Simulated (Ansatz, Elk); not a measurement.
# Bonding as seen by X-rays: HfMg3InS2

Structure refinements treat a crystal as free atoms side by side. For a made-up structure of HfMg3InS2 (cell and positions from a r2SCAN relaxation) the runs below show what the calculated density changes in F(hkl).

Program: Elk 11.2.3 (patched build). Level of theory: DFT, PBE, all-electron APW+lo, Dirac cores, scalar-relativistic bands, static density, no spin. Results are calculated unless marked as measured.

The structure was built from a prototype and need not be the compound's stable phase.

## 1. Starting point

Symmetry: R-3m, No. 166, trigonal system. The conventional cell has a = 6.573 Å, b = 6.573 Å, c = 12.865 Å, α = 90.00°, β = 90.00°, γ = 120.00°. Hf has 2 S at 2.45 Å nearest. Nearest to In lie 6 Mg at 2.86 Å. S has 1 Hf at 2.45 Å and 3 Mg at 2.64 Å nearest. Nearest to Mg lie 2 S at 2.64 Å and 2 In at 2.86 Å. Farther neighbours and most contacts between anions are not listed.

## 2. Ground state and structure factors

An all-electron density is needed, since X-rays see the cores too. Task 0 finds the density and task 195 Fourier-transforms it; tshift is off so that phases refer to the origin typed.

Input file elk.in:

```
tasks
  0
  195

xctype
  20

spinpol
  .false.

rgkmax
  7.0

gmaxvr
  14.0

lmaxo
  7

lmaxapw
  8

swidth
  0.002

tshift
  .false.

ramdisk
  .false.

hmaxvr
  5.5

maxscl
  120

epspot
  1e-06

sppath
  './'

avec
  6.21089885440 3.58586412577 8.10401547148
  -6.21089885440 3.58586412577 8.10401547148
  -0.00000000000 -7.17172825072 8.10401547185

atoms
  4
  'Hf.in'
  1
  -0.0000000000 -0.0000000000 -0.0000000000   0.000000 0.000000 0.000000
  'In.in'
  1
  0.5000000000 0.5000000000 0.5000000000   0.000000 0.000000 0.000000
  'S.in'
  2
  0.8098514747 0.8098514747 0.8098514747   0.000000 0.000000 0.000000
  0.1901485253 0.1901485253 0.1901485253   0.000000 0.000000 0.000000
  'Mg.in'
  3
  0.5000000000 0.0000000000 0.5000000000   0.000000 0.000000 0.000000
  0.5000000000 0.5000000000 0.0000000000   0.000000 0.000000 0.000000
  0.0000000000 0.5000000000 0.5000000000   0.000000 0.000000 0.000000

ngridk
  5 5 5
```

Command:

```sh
$ OMP_NUM_THREADS=4 elk
```

Numbers of over 12 decimals in the logs are rounded to 6 here.

The log of the run:

```text
┌─────────────────────────┐
│ Elk code version 11.2.3 │
└─────────────────────────┘

All units are atomic (Hartree, Bohr, etc.)

┌─────────────────────────────────────────────────┐
│ Ground-state run starting from atomic densities │
└─────────────────────────────────────────────────┘

Lattice vectors :
   6.210898854       3.585864126       8.104015471
  -6.210898854       3.585864126       8.104015471
  -0.000000000      -7.171728251       8.104015472

Reciprocal lattice vectors :
  0.5058193230      0.2920349223      0.2584391787
 -0.5058193230      0.2920349223      0.2584391787
  0.2204981981E-17 -0.5840698446      0.2584391787

Unit cell volume      :    1082.928536
Brillouin zone volume :   0.2290550162

Muffin-tin inner radius fraction :   0.1000000000E-01

Nuclei treated as point charges

Species : 1 (Hf)
 parameters loaded from : Hf.in
 name : hafnium
 nuclear charge    :   -72.00000000
 electronic charge :    72.00000000
 atomic mass :    325367.3659
 muffin-tin radius :    2.560823873
 number of radial points in muffin-tin :   1393
 inner part over the whole radius :   0.9962644484E-02
 number on inner part of muffin-tin    :    997
 approximate nuclear radius :   0.1000320365E-03
 number of mesh points to nuclear radius :    521
 atomic positions (lattice), magnetic fields (Cartesian) :
  1 :   0.00000000  0.00000000  0.00000000    0.00000000  0.00000000  0.00000000

Species : 2 (In)
 parameters loaded from : In.in
 name : indium
 nuclear charge    :   -49.00000000
 electronic charge :    49.00000000
 atomic mass :    209300.4102
 muffin-tin radius :    2.600000000
 number of radial points in muffin-tin :   1193
 inner part over the whole radius :   0.9943151076E-02
 number on inner part of muffin-tin    :    850
 approximate nuclear radius :   0.8768807633E-04
 number of mesh points to nuclear radius :    427
 atomic positions (lattice), magnetic fields (Cartesian) :
  1 :   0.50000000  0.50000000  0.50000000    0.00000000  0.00000000  0.00000000

Species : 3 (S)
 parameters loaded from : S.in
 name : sulphur
 nuclear charge    :   -16.00000000
 electronic charge :    16.00000000
 atomic mass :    58450.91931
 muffin-tin radius :    2.012075900
 number of radial points in muffin-tin :    793
 inner part over the whole radius :   0.9967437676E-02
 number on inner part of muffin-tin    :    553
 approximate nuclear radius :   0.6195814986E-04
 number of mesh points to nuclear radius :    252
 atomic positions (lattice), magnetic fields (Cartesian) :
  1 :  -0.19014853 -0.19014853 -0.19014853    0.00000000  0.00000000  0.00000000
  2 :   0.19014853  0.19014853  0.19014853    0.00000000  0.00000000  0.00000000

Species : 4 (Mg)
 parameters loaded from : Mg.in
 name : magnesium
 nuclear charge    :   -12.00000000
 electronic charge :    12.00000000
 atomic mass :    44305.30466
 muffin-tin radius :    2.200000000
 number of radial points in muffin-tin :    793
 inner part over the whole radius :   0.9941530515E-02
 number on inner part of muffin-tin    :    552
 approximate nuclear radius :   0.5710277704E-04
 number of mesh points to nuclear radius :    241
 atomic positions (lattice), magnetic fields (Cartesian) :
  1 :   0.50000000  0.00000000  0.50000000    0.00000000  0.00000000  0.00000000
  2 :   0.50000000  0.50000000  0.00000000    0.00000000  0.00000000  0.00000000
  3 :   0.00000000  0.50000000  0.50000000    0.00000000  0.00000000  0.00000000

Total number of atoms per unit cell :    7
Total muffin-tin volume :    346.0149908
 ratio of muffin-tin to unit cell volume :   0.3195178437

Spin treatment :
 spin-unpolarised

Number of Bravais lattice symmetries :   12
Number of crystal symmetries         :   12
Crystal has inversion symmetry
Real symmetric eigensolver will be used

k-point grid :      5     5     5
k-point offset :    0.000000000       0.000000000       0.000000000
k-point set is reduced with full crystal symmetry group
Total number of k-points :       19

[...]
Density of states at Fermi energy :    170.5741456
 (states/Hartree/unit cell)

Estimated indirect band gap :   0.1311065247E-02
 from k-point 19 to k-point 8
Estimated direct band gap   :   0.1808301383E-02
 at k-point 8

Charges :
 core                        :    102.0000000
 valence                     :    87.00000000
 interstitial                :    12.45134946
 muffin-tins (core leakage)
  species : 1 (Hf)
[...]
species : 2 (In)
[...]
species : 3 (S)
[...]
species : 4 (Mg)
[...]
total in muffin-tins        :    176.5486505
 total calculated charge     :    188.9981352
 total charge                :    189.0000000
 error                       :   0.1864752593E-02

RMS change in Kohn-Sham potential (target) :   0.5121600621     (  0.1000000000E-05)
Absolute change in total energy (target)   :   0.7488981807     (  0.1000000000E-03)

[... loops 3 to 14 left out ...]

┌──────────────────┐
│ Loop number : 15 │
└──────────────────┘

Energies :
 Fermi                       :     0.179169
 sum of occupied eigenvalues :     -13552.250690703
 electron kinetic            :      24473.430482326
 core electron kinetic       :      23500.570975053
 Coulomb                     :     -46283.392428218
 Coulomb potential           :     -37281.498844376
 nuclear-nuclear             :     -1812.0536031673
 electron-nuclear            :     -51688.668976729
 Hartree                     :      7217.3301516784
 Madelung                    :     -27642.643006030
 xc potential                :     -744.18232865244
 exchange                    :     -561.00338796346
 correlation                 :     -9.566029
 electron entropic           :    -0.27186892312852E-02
 total energy                :     -22380.534081859

Density of states at Fermi energy :    219.7679780
 (states/Hartree/unit cell)

Estimated indirect band gap :   0.5070834999E-03
 from k-point 5 to k-point 4
Estimated direct band gap   :   0.2932767139E-02
 at k-point 12

Charges :
 core                        :    102.0000000
 valence                     :    87.00000000
 interstitial                :    12.55882967
 muffin-tins (core leakage)
  species : 1 (Hf)
[...]
species : 2 (In)
[...]
species : 3 (S)
[...]
species : 4 (Mg)
[...]
total in muffin-tins        :    176.4411703
 total calculated charge     :    188.9982197
 total charge                :    189.0000000
 error                       :   0.1780305323E-02

RMS change in Kohn-Sham potential (target) :   0.5524342354E-06 (  0.1000000000E-05)
Absolute change in total energy (target)   :   0.1206186062E-04 (  0.1000000000E-03)

Convergence targets achieved

┌──────────────────┐
│ Loop number : 16 │
└──────────────────┘

Energies :
 Fermi                       :     0.179169
 sum of occupied eigenvalues :     -13552.250689863
 electron kinetic            :      24473.430466773
 core electron kinetic       :      23500.570965759
 Coulomb                     :     -46283.392410978
 Coulomb potential           :     -37281.498871527
 nuclear-nuclear             :     -1812.0536031673
 electron-nuclear            :     -51688.668913780
 Hartree                     :      7217.3301059696
 Madelung                    :     -27642.642975214
 xc potential                :     -744.18228510948
 exchange                    :     -561.00338737862
 correlation                 :     -9.566029
 electron entropic           :    -0.27186918759088E-02
 total energy                :     -22380.534079625

Density of states at Fermi energy :    219.7682681
 (states/Hartree/unit cell)

Estimated indirect band gap :   0.5070839595E-03
 from k-point 5 to k-point 4
Estimated direct band gap   :   0.2932759723E-02
 at k-point 12

Charges :
 core                        :    102.0000000
 valence                     :    87.00000000
 interstitial                :    12.55882876
 muffin-tins (core leakage)
  species : 1 (Hf)
[...]
species : 2 (In)
[...]
species : 3 (S)
[...]
species : 4 (Mg)
   atom 1                    :    10.48398004     ( -0.9828258696E-07)
   atom 2                    :    10.48398004     ( -0.9828258696E-07)
   atom 3                    :    10.48398004     ( -0.9828258696E-07)
 total in muffin-tins        :    176.4411712
 total calculated charge     :    188.9982197
 total charge                :    189.0000000
 error                       :   0.1780306943E-02

┌──────────────────────────────┐
│ Self-consistent loop stopped │
└──────────────────────────────┘

Warning : core states of species 2 leak from the muffin-tin :   0.1288560471E-03

Warning : core states of species 3 leak from the muffin-tin :   0.2454874152E-03

Wrote STATE.OUT
```

Run time: 30 s. Hardware: 4 threads of AMD EPYC 9B45 (Zen 5), shared host; peak memory 0.32 GiB.

SFACRHO.OUT:

```text

h k l indices transformed by vhmat matrix:
   1.000000000       0.000000000       0.000000000    
   0.000000000       1.000000000       0.000000000    
   0.000000000       0.000000000       1.000000000    

      h      k      l  multipl.   |H|            Re(F)            Im(F)           |F|

      0      0      0      1   0.0000000       189.00000      0.43398735E-15   189.00000    
     -1      0      0      6  0.63869272       22.272503      0.19469751E-13   22.272503    
      1      1      1      2  0.77531754       27.417856      0.49205110E-13   27.417856    
      1      1      0      6  0.77993642       80.848125      0.24480735E-13   80.848125    
     -1      0      1      6   1.0116386       122.56173      0.36312309E-15   122.56173    
     -2     -1     -1      6   1.1873460       95.384046     -0.93779946E-13   95.384046    
      1     -1     -1      6   1.1963867       56.833906      0.26471321E-14   56.833906    
     -2     -1      0     12   1.2745705      -8.2704980      0.69403258E-13   8.2704980    
      2      0      0      6   1.2773854       110.86225      0.62414271E-13   110.86225    
      2      2      1      6   1.4180648       33.204175     -0.14919662E-12   33.204175    
      2      2      2      2   1.5506351       133.67442      0.68311040E-14   133.67442    
      0      2      2      6   1.5598728       121.89926      0.97529849E-13   121.89926    
      2     -1      0     12   1.5667654       20.178232     -0.18877779E-13   20.178232    
      1     -1     -2     12   1.6294558       71.978391     -0.43782687E-14   71.978391    
     -1     -1     -3      6   1.7419301       62.485775     -0.18251285E-13   62.485775    
     -1     -1      2      6   1.7522095       103.85277     -0.34221633E-13   103.85277    
      1      3      2     12   1.8514540       94.532224     -0.61486238E-13   94.532224    
      0      3      1     12   1.8591977       83.896498      0.98329450E-13   83.896498
```

Elk indexes on the primitive cell of elk.in and gives |H| = 4π sin θ/λ in inverse bohr. Below, one row stands for each form hkl of the conventional cell (m members, Friedel mates merged), F is for one primitive cell and the density is static (no thermal factor). Free-atom factors are Waasmaier and Kirfel's, and R is Σm||F|−|F'||/Σm|F|.

```
hkl   m  sin θ/λ (Å⁻¹)  abs F, DFT  neutral atoms   diff.
101   6          0.096      22.273         22.236  +0.036
003   2          0.117      27.418         27.753  -0.335
012   6          0.117      80.848         81.102  -0.254
110   6          0.152     122.562        122.188  +0.374
104   6          0.179      95.384         95.740  -0.356
021   6          0.180      56.834         57.052  -0.218
113  12          0.192       8.271          8.046  +0.224
202   6          0.192     110.862        111.508  -0.646
015   6          0.213      33.204         33.041  +0.163
006   2          0.233     133.674        134.236  -0.562
024   6          0.235     121.899        122.343  -0.444
211  12          0.236      20.178         20.114  +0.065
122  12          0.245      71.978         72.061  -0.082
205   6          0.262      62.486         62.782  -0.296
300   6          0.264     103.853        103.988  -0.135
116  12          0.278      94.532         94.919  -0.387
214  12          0.280      83.897         84.149  -0.252
107   6          0.286       3.786          3.578  +0.208
303   6          0.288       4.083          4.068  +0.015
033   6          0.288       4.188          4.068  +0.120
125  12          0.303      29.492         29.714  -0.222
220   6          0.304     127.659        127.758  -0.099
```

## 3. The highest occupied states alone

An energy window below the Fermi level keeps the highest occupied states, to see at which angles they scatter; shallow core shells can lie inside it and anion s states outside. No new self-consistency is needed.

Edit elk.in of step 2 so:

```diff
@@ -1,3 +1,2 @@
 tasks
-  0
   195
@@ -40,2 +39,5 @@
 
+wsfac
+  -0.188320 0.479170
+
 sppath
```

Command:

```sh
$ OMP_NUM_THREADS=4 elk
```

The log of the run:

```text
┌─────────────────────────────────┐
│ Elk code version 11.2.3 started │
└─────────────────────────────────┘

Info(readinput): the functional depends on the density's gradient
 muffin-tin radial points multiplied by    2.00000
 (not where nrmtscf is given)

┌────────────────────┐
│ Current task : 195 │
└────────────────────┘
Info(checkmt): changed muffin-tin radius of species 1 (Hf) from   2.8000 to   2.5608
Info(checkmt): changed muffin-tin radius of species 3 (S) from   2.2000 to   2.0121

Info(sfacrho): density structure factors written to SFACRHO.OUT

 Energy window :  -0.1883200000      0.4791700000

┌──────────────────┐
│ Elk code stopped │
└──────────────────┘
```

Wall time 11 s (4 threads); peak memory 0.21 GiB; 14 s of CPU time.

States within 10 eV below the Fermi level hold 21.00 electrons; any levels below the window count with the cores. Their amplitudes can exceed the total, where window and core parts have opposite phase:

| hkl | sin θ/λ (Å⁻¹) | abs F, window | abs F, all |
| --- | --- | --- | --- |
| 101 | 0.096 | 1.798 | 22.273 |
| 003 | 0.117 | 2.857 | 27.418 |
| 012 | 0.117 | 1.921 | 80.848 |
| 110 | 0.152 | 5.016 | 122.562 |
| 104 | 0.179 | 0.499 | 95.384 |
| 021 | 0.180 | 1.140 | 56.834 |
| 113 | 0.192 | 2.202 | 8.271 |
| 202 | 0.192 | 1.603 | 110.862 |
| 015 | 0.213 | 2.039 | 33.204 |
| 006 | 0.233 | 0.527 | 133.674 |

## 4. Another try

In this try the input is made faulty on purpose, to show what that does.

The input is changed as shown.

Edit elk.in of step 3 so:

```diff
@@ -1,2 +1,3 @@
 tasks
+  0
   195
@@ -39,5 +40,2 @@
 
-wsfac
-  -0.188320 0.479170
-
 sppath
@@ -68,3 +66,3 @@
 
-ngridk
+ngrid
   5 5 5
```

Command:

```sh
$ OMP_NUM_THREADS=4 elk
```

The log of the run:

```text
┌─────────────────────────────────┐
│ Elk code version 11.2.3 started │
└─────────────────────────────────┘

Error(readinput): invalid block name : ngrid
```

Elapsed: 0.01 s, on 4 threads; peak memory 0.17 GiB.

The program refused the input before any cycle.

The program's message: “Error(readinput): invalid block name : ngrid”

A key was misspelt on purpose.

## 5. Another functional

The difference from free atoms is small, so it is set against the change that LDA (Perdew-Wang) makes.

Edit elk.in of step 4 so:

```diff
@@ -5,3 +5,3 @@
 xctype
-  20
+  3
 
@@ -66,3 +66,3 @@
 
-ngrid
+ngridk
   5 5 5
```

Command:

```sh
$ OMP_NUM_THREADS=4 elk
```

The log of the run:

```text
┌─────────────────────────┐
│ Elk code version 11.2.3 │
└─────────────────────────┘

All units are atomic (Hartree, Bohr, etc.)

┌─────────────────────────────────────────────────┐
│ Ground-state run starting from atomic densities │
└─────────────────────────────────────────────────┘

Lattice vectors :
   6.210898854       3.585864126       8.104015471
  -6.210898854       3.585864126       8.104015471
  -0.000000000      -7.171728251       8.104015472

Reciprocal lattice vectors :
  0.5058193230      0.2920349223      0.2584391787
[...]
species : 4 (Mg)
[...]
atom 2                    :    10.49562020     ( -0.1573064655E-05)
   atom 3                    :    10.49562020     ( -0.1573064655E-05)
 total in muffin-tins        :    176.5029614
 total calculated charge     :    188.9982734
 total charge                :    189.0000000
 error                       :   0.1726600320E-02

┌──────────────────────────────┐
│ Self-consistent loop stopped │
└──────────────────────────────┘

Warning : core states of species 2 leak from the muffin-tin :   0.1266863564E-03

Warning : core states of species 3 leak from the muffin-tin :   0.2420277981E-03

Wrote STATE.OUT
[key lines of the parts left out:]
total energy                :     -22361.524727798
```

The job ended after 19 s (4 threads; peak memory 0.26 GiB).

Against the first run R = 0.05 %; the largest change is -0.085 at 208.

## 6. Basis size

A smaller basis shows how fast F responds to it; the change is likely larger than the basis error of the first run, but doesn't show convergence.

Edit elk.in of step 5 so:

```diff
@@ -5,3 +5,3 @@
 xctype
-  3
+  20
 
@@ -11,3 +11,3 @@
 rgkmax
-  7.0
+  5.5
```

Command:

```sh
$ OMP_NUM_THREADS=4 elk
```

The log of the run:

```text
┌─────────────────────────┐
│ Elk code version 11.2.3 │
└─────────────────────────┘

All units are atomic (Hartree, Bohr, etc.)

┌─────────────────────────────────────────────────┐
│ Ground-state run starting from atomic densities │
└─────────────────────────────────────────────────┘

Lattice vectors :
   6.210898854       3.585864126       8.104015471
  -6.210898854       3.585864126       8.104015471
  -0.000000000      -7.171728251       8.104015472

Reciprocal lattice vectors :
  0.5058193230      0.2920349223      0.2584391787
[...]
species : 4 (Mg)
[...]
atom 2                    :    10.47926134     ( -0.9828258829E-07)
   atom 3                    :    10.47926134     ( -0.9828258829E-07)
 total in muffin-tins        :    176.2781857
 total calculated charge     :    188.9985351
 total charge                :    189.0000000
 error                       :   0.1464937317E-02

┌──────────────────────────────┐
│ Self-consistent loop stopped │
└──────────────────────────────┘

Warning : core states of species 2 leak from the muffin-tin :   0.1291484167E-03

Warning : core states of species 3 leak from the muffin-tin :   0.2438493640E-03

Wrote STATE.OUT
[key lines of the parts left out:]
total energy                :     -22380.422930274
```

Elapsed: 27 s, on 4 threads; peak memory 0.3 GiB; 67 s of CPU time.

Against the first run R = 0.03 %; the largest change is +0.053 at 226.

## 7. Settings against the effect

```csv
run,R against the first run (%),"R against neutral atoms, low angle (%)",wall time
"PBE, rgkmax 7",0.00,0.39,30 s
LDA (Perdew-Wang),0.05,0.39,19 s
rgkmax 5.5,0.03,0.38,27 s
```

## 8. Summary of results

```yaml
r_against_neutral_atoms_sin_theta_lambda_0p3_a_minus1: 0.39 %
r_against_neutral_atoms_0p3_to_0p63_a_minus1: 0.20 %
```

What this shows: Independent neutral atoms miss the calculated amplitudes by R = 0.39 % below 0.3 Å⁻¹ and 0.20 % from there to 0.63 Å⁻¹; by shells, 0.36 % below 0.15 Å⁻¹ (3 forms), 0.39 % 0.15 to 0.3 (17 forms), 0.16 % 0.3 to 0.45 (38 forms), 0.21 % above 0.45 (91 forms). Bonding, aspherical density and the tables' own atoms all enter these figures, and the runs don't part them. The largest change of an amplitude is -0.65 electrons, at 202. The window's part falls from 21.0 electrons at the origin to at most 0.31 between 0.45 and 0.63 Å⁻¹. Below 0.3 Å⁻¹ the changes that finished (LDA (Perdew-Wang) and rgkmax 5.5) move F by R = 0.04 % at most, against the 0.39 % that separates it from free atoms. The k-mesh has no finished test. The electron count is odd, so without spin the run is a metal by force. Spin-orbit coupling is left out, which can matter for elements this heavy. Part of the difference isn't bonding: the tables are fits to free atoms and ions calculated by other methods than this functional. Thermal motion, anomalous dispersion and extinction are left out.

[Logs are printed without paths, hosts, clocks, repeated set-up lines and the standing remarks that a program may print on its own settings, such as how far it seeks lower states.]

[Hosts, paths, dates, database ids (printed as entryN), source tags and the programs' standing remarks are cut or masked in the printed files.]
